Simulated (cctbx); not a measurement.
**Accept or mend?**

Cell a = 4.6720 Å, b = 4.6720 Å, c = 9.8010 Å, α = 90.00°, β = 90.00°, γ = 90.00°; space group P4/mmm (no. 123).

Simulated single-crystal data (cctbx): Mo Kα, λ = 0.71073 Å, to d = 0.65 Å, 95 % of the full sphere, strongest reflection 40000 counts, noise from counting, a 4 % proportional error and a noise floor of 2 counts (s.d.); no absorption.

An anisotropic refinement with weights 1/σ² prints:

```text
Rint 0.034, 293 unique reflections to 0.65 A
cycle     R1     wR2    GooF  max shift (A)
   1  0.0977  0.2736   8.774   0.01069
  12  0.1005  0.2011   6.447   0.00117
final R1 0.1007 wR2 0.2007 GooF 6.434  parameters 21  data/parameter 14.0
atom        x        y        z      Ueq    occ   su(xyz)  su(Uiso or U11)
Cd1    0.50000  0.00000  0.74859   0.0042  1.000  0.00009  0.0006
Cd2    0.50000  0.50000  0.50000   0.0055  1.000  0.00000  0.0007
Cd3    0.50000  0.50000  0.00000   0.0042  1.000  0.00000  0.0006
Ag1    0.00000  0.00000  0.00000   0.0045  1.000  0.00000  0.0006
Co1    0.00000  0.00000  0.50000   0.0059  1.000  0.00000  0.0011
O1     0.50000  0.00000  0.50000   0.4524  1.000  0.00000  0.2975
O2     0.50000  0.00000  0.00000   0.4388  1.000  0.00000  0.2361  NPD
O3     0.50000  0.50000  0.74301   0.6492  1.000  0.00557  0.3313
difference map: max 28.00 min -2.29 rms 1.64
Q1    0.0000  0.0000  0.2646    2   28.02  2.31 A from Co1
Q2    0.5000  0.5000  0.2521    2   26.75  0.05 A from O3
Q3    0.0000  0.5000  0.0000    2   26.42  0.00 A from O2
Q4    0.0000  0.5000  0.5000    2   26.41  0.00 A from O1
Q5    0.0000  0.0000  0.0000    1   10.88  0.00 A from Ag1
Q6    0.5000  0.5000  0.0000    1    9.80  0.00 A from Cd3
```

Q: Accept it or mend it, and why?

Mend it. The fault: an atom left out, O at (0, 0, 0.7357). Against the right model at the same level, R1 goes from 0.0109 to 0.1007 and GooF from 0.91 to 6.43, the top difference peak, 28.0 e/Å³, lies 2.31 Å from Co1 and O2 goes non-positive-definite. Q1 is the missing atom. With scattering power missing, scale and phases suffer, so peaks may also grow on the heavy atoms.

The compound is Cd6CoAgO8. The right model at the same level gives:

```text
Rint 0.034, 293 unique reflections to 0.65 A
cycle     R1     wR2    GooF  max shift (A)
   1  0.0112  0.0293   0.946   0.00029
   2  0.0109  0.0281   0.905   0.00000
final R1 0.0109 wR2 0.0281 GooF 0.905  parameters 24  data/parameter 12.2
atom        x        y        z      Ueq    occ   su(xyz)  su(Uiso or U11)
Cd1    0.50000  0.00000  0.74870   0.0048  1.000  0.00001  0.0001
Cd2    0.50000  0.50000  0.50000   0.0061  1.000  0.00000  0.0001
Cd3    0.50000  0.50000  0.00000   0.0047  1.000  0.00000  0.0001
Ag1    0.00000  0.00000  0.00000   0.0047  1.000  0.00000  0.0001
Co1    0.00000  0.00000  0.50000   0.0064  1.000  0.00000  0.0001
O1     0.50000  0.00000  0.50000   0.0106  1.000  0.00000  0.0009
O2     0.50000  0.00000  0.00000   0.0105  1.000  0.00000  0.0008
O3     0.50000  0.50000  0.74740   0.0112  1.000  0.00019  0.0007
O4     0.00000  0.00000  0.73555   0.0113  1.000  0.00023  0.0007
difference map: max 0.71 min -0.49 rms 0.15
Q1    0.5000  0.5000  0.2421    2    0.74  0.10 A from O3
Q2    0.0000  0.0000  0.2462    2    0.65  0.18 A from O4
Q3    0.0000  0.5000  0.5000    2    0.64  0.00 A from O1
Q4    0.0000  0.5000  0.0000    2    0.62  0.00 A from O2
Q5    0.5000  0.5000  0.0721    2    0.53  0.71 A from Cd3
Q6    0.5000  0.5000  0.1465    2    0.51  1.04 A from O3
```

The model is made up (kin elements in a known structure type, no relaxation), so it says nothing on whether the phase exists.

[Middle refinement cycles are left out of these outputs.]

[Logs are printed without paths, hosts, clocks, repeated set-up lines and the standing remarks that a program may print on its own settings, such as how far it seeks lower states.]
